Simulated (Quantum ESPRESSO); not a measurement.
Consider ScZn (Pm-3m).

```cif
data_structure
_symmetry_space_group_name_H-M 'P 1'
_symmetry_Int_Tables_number 1
_cell_length_a 3.3500
_cell_length_b 3.3500
_cell_length_c 3.3500
_cell_angle_alpha 90.000
_cell_angle_beta 90.000
_cell_angle_gamma 90.000
_cell_volume 37.60
loop_
_atom_site_label
_atom_site_type_symbol
_atom_site_fract_x
_atom_site_fract_y
_atom_site_fract_z
_atom_site_occupancy
Zn1 Zn 0.50000 0.50000 0.50000 1
Sc2 Sc 0.00000 0.00000 0.00000 1
```

Absorber: atom 1, with 8 Sc at 2.90 Å and 6 Zn at 3.35 Å (cube and octahedron, as in bcc, site symmetry m-3m). Method: Quantum ESPRESSO XSpectra, PBEsol, excited-electron core hole (neutral cell), 8-atom cell with 5.8 Å between holes, 5×5×5 k points, dipole transitions, Lorentzian half width 0.83 eV up to 4 eV, rising linearly to 1.75 eV at 25 eV (not a setting of the program: the run's 0.4 eV curve was folded afterwards with a further Lorentzian).

Question: Where do the maxima of the Zn K edge fall?

Main maxima up to 30 eV above the zero (height): 1.6 eV (0.61), 7.5 eV (1.56), 11.9 eV (1.14), 14.0 eV (1.08), 23.2 eV (1.30) and 26.8 eV (1.26). A K edge sees empty p states on the absorber. The total-energy difference is 9686.66 eV. One term is added: -30.96 eV, since the hole is spin-paired here and a spin-polarised one costs that much less in the free atom (computed apart). The photon energy is then 9655.70 eV. The tabulated edge of the element is 9659 eV. The functional leaves an error in such absolute values: in the free atom PBEsol prices this hole 8.8 eV below PBE (computed apart), and PBE is itself good to a few eV.

The Zn K spectrum (energy from the energy zero of the input (xe0, at the border of filled and empty states); intensity scaled to a mean of 1 over the first 20 eV; folded afterwards to Lorentzian half width 0.83 eV up to 4 eV, rising linearly to 1.75 eV at 25 eV; the points at xe0, where the cut of filled states can leave a spike, are interpolated):

```tsv
E (eV)	intensity
-2.0	0.11
-1.5	0.13
-1.0	0.16
-0.5	0.22
0.0	0.31
0.5	0.41
1.0	0.53
1.5	0.61
2.0	0.59
2.5	0.57
3.0	0.59
3.5	0.70
4.0	0.82
4.5	0.92
5.0	1.02
5.5	1.13
6.0	1.25
6.5	1.37
7.0	1.50
7.5	1.56
8.0	1.49
8.5	1.37
9.0	1.23
9.5	1.09
10.0	1.02
10.5	1.02
11.0	1.07
11.5	1.12
12.0	1.13
12.5	1.10
13.0	1.06
13.5	1.07
14.0	1.08
14.5	1.06
15.0	1.00
15.5	0.98
16.0	0.97
16.5	0.98
17.0	0.97
17.5	0.96
18.0	0.96
18.5	0.98
19.0	1.02
19.5	1.06
20.0	1.09
20.5	1.12
21.0	1.15
21.5	1.18
22.0	1.23
22.5	1.27
23.0	1.30
23.5	1.30
24.0	1.28
24.5	1.25
25.0	1.23
25.5	1.23
26.0	1.25
26.5	1.26
27.0	1.26
27.5	1.25
28.0	1.22
28.5	1.19
29.0	1.15
29.5	1.12
30.0	1.10
30.5	1.10
31.0	1.12
31.5	1.15
32.0	1.19
```

The holes are only 5.8 Å apart, so the shape is probably not converged with cell size; no larger cell was run here. Lifetime broadening is put in by hand, and intensities beyond about 20 eV depend on it and on the partial waves. The structure is a published determination, not relaxed.

[Banner, clock and machine lines of the logs are left out without a mark of their own.]

[Logs are printed without paths, hosts, clocks, repeated set-up lines and the standing remarks that a program may print on its own settings, such as how far it seeks lower states.]

[Hosts, paths, dates, database ids (printed as entryN), source tags and the programs' standing remarks are cut or masked in the printed files.]

[Lists of maxima count a maximum above −3 eV only where it reaches 4 % of the highest in the window and stands out from its surroundings by 2 % of it (1.5 % where it reaches 55 %); shoulders and weaker maxima are passed over, and of the rest the first, up to two pre-edge ones and the few strongest are named.]
